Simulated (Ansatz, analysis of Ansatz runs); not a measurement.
# A hop of N in Al3GaN4 (Pm), charge +3, part 3 of 3

Wanted: path and barrier of a jump of N in Al3GaN4 (Pm) at charge +3. The case: V_N hop (3.1 Å), in a cell of 96 host atoms with 1 N taken out.

Ansatz 0.2.0; plane-wave PAW DFT, PBEsol; nudged elastic band between two relaxed defect structures at fixed charge in a uniform background.

So far, barrier forward (eV): step 4 (nudged elastic band, charge +3, PBEsol) 2.47; step 6 (barrier from single points, PBEsol, denser k-mesh) 2.46.

### 7. Single point at the start point, HSE06

A whole band with exact exchange would cost too much, so three single points on the path found stand in. The start is shown; top and end are run alike.

This step: plane-wave PAW DFT, HSE06; single point of a defect supercell on a structure of the PBEsol path.

qp3.start.hse06/input.yaml reads:

```yaml
crystal:
  lattice:
    - [10.08692303, 0.0, 0.00025291]
    - [0.0, 9.39015873, 0.0]
    - [-0.00644803, 0.0, 10.83602103]
  atoms:
    - { symbol: Al, position: [0.25016586, 0.16615157, 0.08349543] }
    - { symbol: Al, position: [-0.00063052, 0.16594719, 0.41618729] }
    - { symbol: Al, position: [0.00121155, 0.00031288, 0.16583708] }
    - { symbol: Ga, position: [0.24886463, 0.00027029, 0.33138465] }
    - { symbol: "N", position: [0.05567516, 0.00032427, 0.33311411] }
    - { symbol: "N", position: [0.06201016, 0.16652412, 0.08329984] }
    - { symbol: "N", position: [0.31244247, 0.16661305, 0.41964934] }
    - { symbol: "N", position: [0.3126076, 0.00027304, 0.16282193] }
    - { symbol: Al, position: [0.24736177, 0.16350735, 0.58079913] }
    - { symbol: Al, position: [0.00040721, 0.16538697, 0.91858643] }
    - { symbol: Al, position: [-0.00084467, 0.00030554, 0.66625282] }
    - { symbol: Ga, position: [0.24914426, 0.00029511, 0.83310487] }
    - { symbol: "N", position: [0.05592173, 0.00033726, 0.83238304] }
    - { symbol: "N", position: [0.06098102, 0.1651998, 0.58263426] }
    - { symbol: "N", position: [0.31413139, 0.16686729, 0.91934467] }
    - { symbol: "N", position: [0.31363675, 0.0002658, 0.66270137] }
    - { symbol: Al, position: [0.24971754, 0.50027633, 0.08466856] }
    - { symbol: Al, position: [0.00427148, 0.50034426, 0.40895569] }
    - { symbol: Al, position: [0.00035349, 0.33284496, 0.16375047] }
    - { symbol: Ga, position: [0.24697868, 0.32878599, 0.3306917] }
    - { symbol: "N", position: [0.0556054, 0.33199476, 0.33151858] }
    - { symbol: "N", position: [0.06142252, 0.50030851, 0.08363213] }
    - { symbol: "N", position: [0.30857749, 0.50035584, 0.42076561] }
    - { symbol: "N", position: [0.31296895, 0.33353998, 0.1631666] }
    - { symbol: Al, position: [0.24424842, 0.50029239, 0.58324205] }
    - { symbol: Al, position: [-0.00026757, 0.5003239, 0.9186943] }
    - { symbol: Al, position: [0.00498365, 0.32603974, 0.6697186] }
    - { symbol: Ga, position: [0.24692484, 0.33395687, 0.83816004] }
    - { symbol: "N", position: [0.05567103, 0.33318379, 0.83499918] }
    - { symbol: "N", position: [0.04952832, 0.50030769, 0.58323761] }
    - { symbol: "N", position: [0.31278256, 0.50035528, 0.9206295] }
    - { symbol: "N", position: [0.30740781, 0.33446184, 0.66268589] }
    - { symbol: Al, position: [0.25016519, 0.83438017, 0.08348534] }
    - { symbol: Al, position: [-0.00065052, 0.83472303, 0.41618254] }
    - { symbol: Al, position: [0.00034357, 0.66778203, 0.16375594] }
    - { symbol: Ga, position: [0.24698084, 0.67178594, 0.33068671] }
    - { symbol: "N", position: [0.05560196, 0.66867807, 0.33151696] }
    - { symbol: "N", position: [0.06200904, 0.83410176, 0.08331074] }
    - { symbol: "N", position: [0.31246531, 0.83404514, 0.4196834] }
    - { symbol: "N", position: [0.31297712, 0.66701589, 0.16316254] }
    - { symbol: Al, position: [0.24732437, 0.8369874, 0.58082375] }
    - { symbol: Al, position: [0.00041664, 0.83530124, 0.91858864] }
    - { symbol: Al, position: [0.00495762, 0.67456552, 0.66972125] }
    - { symbol: Ga, position: [0.24689681, 0.66662597, 0.83816791] }
    - { symbol: "N", position: [0.05564073, 0.66747072, 0.83500705] }
    - { symbol: "N", position: [0.06093516, 0.83539983, 0.58264111] }
    - { symbol: "N", position: [0.31411062, 0.83385986, 0.91931895] }
    - { symbol: "N", position: [0.30739526, 0.66611605, 0.66272958] }
    - { symbol: Al, position: [0.75216701, 0.16595959, 0.08386476] }
    - { symbol: Al, position: [0.49891086, 0.16615616, 0.41553681] }
    - { symbol: Al, position: [0.50087154, 0.00031749, 0.16716452] }
    - { symbol: Ga, position: [0.75024045, 0.00027531, 0.3323065] }
    - { symbol: "N", position: [0.55611816, 0.00031399, 0.33411641] }
    - { symbol: "N", position: [0.56315417, 0.16511154, 0.08391186] }
    - { symbol: "N", position: [0.81161208, 0.16752172, 0.41985399] }
    - { symbol: "N", position: [0.81263842, 0.00027452, 0.16362214] }
    - { symbol: Al, position: [0.75185287, 0.16677731, 0.5826937] }
    - { symbol: Al, position: [0.50130153, 0.16336827, 0.92115114] }
    - { symbol: Al, position: [0.5017409, 0.00030287, 0.6650421] }
    - { symbol: Ga, position: [0.75107608, 0.00029511, 0.83300343] }
    - { symbol: "N", position: [0.5560581, 0.00035836, 0.8314597] }
    - { symbol: "N", position: [0.56163323, 0.16809219, 0.58228012] }
    - { symbol: "N", position: [0.81257932, 0.16664202, 0.91976496] }
    - { symbol: "N", position: [0.81028444, 0.00031568, 0.66246287] }
    - { symbol: Al, position: [0.75084806, 0.50027575, 0.08383168] }
    - { symbol: Al, position: [0.48395931, 0.50037449, 0.37919053] }
    - { symbol: Al, position: [0.50128393, 0.3307571, 0.16090958] }
    - { symbol: Ga, position: [0.75152387, 0.33235238, 0.33138743] }
    - { symbol: "N", position: [0.55649902, 0.33222595, 0.33166752] }
    - { symbol: "N", position: [0.5613601, 0.50031412, 0.08358956] }
    - { symbol: "N", position: [0.81372491, 0.50033533, 0.41620928] }
    - { symbol: "N", position: [0.81154822, 0.3335471, 0.16257438] }
    - { symbol: Al, position: [0.81341235, 0.50025177, 0.58361271] }
    - { symbol: Al, position: [0.49934167, 0.50033785, 0.91881215] }
    - { symbol: Al, position: [0.48443927, 0.29874245, 0.68401517] }
    - { symbol: Ga, position: [0.75172418, 0.33328093, 0.83477116] }
    - { symbol: "N", position: [0.5565596, 0.33377942, 0.83453254] }
    - { symbol: "N", position: [0.81180442, 0.50033435, 0.91965355] }
    - { symbol: "N", position: [0.81339939, 0.33077708, 0.66506116] }
    - { symbol: Al, position: [0.75216514, 0.83457938, 0.08385162] }
    - { symbol: Al, position: [0.49894589, 0.83450624, 0.41556023] }
    - { symbol: Al, position: [0.50129088, 0.66989762, 0.16090005] }
    - { symbol: Ga, position: [0.75150863, 0.66823212, 0.3313902] }
    - { symbol: "N", position: [0.55649996, 0.66848207, 0.33161682] }
    - { symbol: "N", position: [0.56314837, 0.83551951, 0.08389359] }
    - { symbol: "N", position: [0.81163045, 0.83316292, 0.41985252] }
    - { symbol: "N", position: [0.81154831, 0.66701575, 0.16257143] }
    - { symbol: Al, position: [0.75189617, 0.83376592, 0.58269714] }
    - { symbol: Al, position: [0.50127915, 0.83735707, 0.92112261] }
    - { symbol: Al, position: [0.484433, 0.70183486, 0.68397212] }
    - { symbol: Ga, position: [0.75174649, 0.66729808, 0.83477362] }
    - { symbol: "N", position: [0.55657386, 0.66688473, 0.83451097] }
    - { symbol: "N", position: [0.56170093, 0.83248558, 0.58232391] }
    - { symbol: "N", position: [0.81257298, 0.83405147, 0.9197467] }
    - { symbol: "N", position: [0.8133776, 0.6697578, 0.66504404] }
total_charge: 3
basis:
  ecutwfc: 420
  xc_grid: 2
hamiltonian:
  xc: hse06
kpoints:
  mp_grid: { grid: [1, 1, 1], shift: [0.25, 0.25, 0.25] }
scf:
  occupations: { method: fixed }
  max_iter: 150
output:
  forces: true
  eigenvalues: true
checkpoint:
  write: "../qp3.start.hse06.run"
  compress: false
  write_wavefunctions: false
  write_every: 100000
```

On the command line:

```bash
$ ansatz run input.yaml --threads 32 --pin off --max-ram 84787MiB --backend cuda --events-out ev --progress --plain --runs-dir out --max-vram 78GiB
```

Output:

```text
Warning: kpoints.mp_grid.shift: disabling space-group detection — at a shift other than 0 and half a step a hybrid functional's run that is held to the crystal's symmetry can end above its lowest stat [...]
exact exchange: scf.exx.singularity resolves to wigner_seitz, which cuts the screened interaction at the faces of the exchange supercell's Wigner-Seitz cell, so that each pair interacts once, at the s [...]
[...]
Crystal: 95 atoms, lattice volume = 1026.364 Å³
Basis set: ecut = 420 eV, 20007 PW (Γ), exchange–correlation on 144×128×150 points (8 copies of the dense FFT grid, shifted against one another)
Bands: 343, of which v1, the nominal top of the filled ones, is band 248 counted from 1 (247 counted from 0)
[...]
k-points: 1
[...]
hybrid outer 1: dexx = +2.075e-1 eV, tail = 3.02e-4 eV
[...]
SCF 3 converged in 5 iterations: F = -82948.009465 eV  dr2 = 3.90e-8
[...]
hybrid outer 2: dexx = +4.738e-6 eV, tail = 1.52e-7 eV, Δε = 2.24e-3 eV (about 6.50e-5 eV left of the loop's levels), ΔF = 5.15e-3 eV/Å (tail 4.99e-4)
[...]
--- Band table (eV) ---
[...]
```

Elapsed: 7.2 s, on 1 × NVIDIA GB200 with 32 threads of Arm Neoverse V2, shared host; peak memory 2.7 GiB; 35 s of CPU time.

This step gave:

* free energy: -82948.0095 eV

### 8. Barrier from single points, HSE06

Analysis of the runs above: barrier from HSE06 single points on the PBEsol path.

It gives:

```yaml
barrier_forward: 2.779 eV
barrier_backward: 2.984 eV
end_less_start: -0.2054 eV
```

This gives 2.779 eV against the band's 2.468 eV.

### 9. Single point at the start point, r2SCAN

Three single points with a meta-GGA, at its higher cutoff of 500 eV, show what it does to the barrier on the path found. The start is shown; top and end are run alike.

This step: plane-wave PAW DFT, r2SCAN; single point of a defect supercell on a structure of the PBEsol path.

qp3.start.r2scan/input.yaml, as its differences from qp3.start.hse06/input.yaml of step 7:

```diff
@@ -103,6 +103,6 @@
 basis:
-  ecutwfc: 420
+  ecutwfc: 500
   xc_grid: 2
 hamiltonian:
-  xc: hse06
+  xc: r2scan
 kpoints:
@@ -116,3 +116,3 @@
 checkpoint:
-  write: "../qp3.start.hse06.run"
+  write: "../qp3.start.r2scan.run"
   compress: false
```

Output:

```text
[...]
Crystal: 95 atoms, lattice volume = 1026.364 Å³
Basis set: ecut = 500 eV, 25977 PW (Γ), exchange–correlation on 150×144×160 points (8 copies of the dense FFT grid, shifted against one another)
Bands: 343, of which v1, the nominal top of the filled ones, is band 248 counted from 1 (247 counted from 0)
[...]
SCF iter   1: F=—  HF=-83177.996083 eV  |F-HF|=—  |Δ(HF+E_count)|=         —  Δρ=2.27e-2  dr2=6.48e0  dr2_τ=7.01e0  ethr=1.77e-3  ⟨swp⟩=5.0  Hψ=1217  notcnv=0  defer=92
[...]
SCF iter   2: F=—  HF=-83178.734927 eV  |F-HF|=—  |Δ(HF+E_count)|=   7.39e-1  Δρ=8.29e-3  dr2=1.19e0  dr2_τ=2.20e-2  ethr=1.31e-3  ⟨swp⟩=2.0  Hψ=640  notcnv=0  defer=92
[...]
SCF iter   7: F=—  HF=-83178.413366 eV  |F-HF|=—  |Δ(HF+E_count)|=   5.05e-5  Δρ=7.70e-5  dr2=6.70e-5  dr2_τ=8.53e-6  ethr=5.40e-8  ⟨swp⟩=2.0  Hψ=576  notcnv=0  defer=37
SCF iter   8: F=—  HF=-83178.413942 eV  |F-HF|=—  |Δ(HF+E_count)|=   5.76e-4  Δρ=2.79e-5  dr2=8.34e-6  dr2_τ=1.19e-6  ethr=1.35e-8  ⟨swp⟩=2.0  Hψ=501  notcnv=0  defer=37
[...]
SCF 1 converged in 10 iterations: F = -83178.413941 eV  dr2 = 6.24e-8
[...]
SCF converged after 10 iterations
[...]
--- Band table (eV) ---
[...]
```

It took 1.3 s on 1 × NVIDIA GB200 with 32 threads; peak memory 1.5 GiB; 4.2 s of CPU time.

Numbers from this step:

* free energy: -83178.4139 eV

### 10. Barrier from single points, r2SCAN

Analysis of the runs above: barrier from r2SCAN single points on the PBEsol path.

It gives:

| Item | Value |
| --- | --- |
| barrier forward | 2.762 eV |
| barrier backward | 2.977 eV |
| end less start | -0.2153 eV |

This gives 2.762 eV against the band's 2.468 eV.

### 11. Outcome

| Property | Result |
| --- | --- |
| barrier forward | 2.47 eV |
| barrier backward | 2.68 eV |
| end less start | -0.21 eV |
| hop length | 3.17 Å |
| band iterations, as the log counts them | 8 |
| barrier from single points, PBEsol, denser k-mesh | 2.46 eV |
| barrier from single points, HSE06 | 2.78 eV |
| barrier from single points, r2SCAN | 2.76 eV |

In words: The top of the band lies 2.47 eV above the start and 2.68 eV above the end. With an assumed prefactor of 1e13 per second it gives one hop a second along this one path at about 960 K; whether such hops link up through the crystal wasn't checked. Across functionals on this path (PBEsol 2.468, HSE06 2.779 and r2SCAN 2.762 eV) the forward values spread by 0.310 eV. The order of the top as a saddle was not checked for all atoms, so a bent path could be lower. No image-charge correction is applied; it largely cancels along a path if the charge stays localised alike. Limits: one k-point off the zone centre stands for the whole zone.

[Logs are printed without paths, hosts, clocks, repeated set-up lines and the standing remarks that a program may print on its own settings, such as how far it seeks lower states.]

[Hosts, paths, dates, database ids (printed as entryN), source tags and the programs' standing remarks are cut or masked in the printed files.]
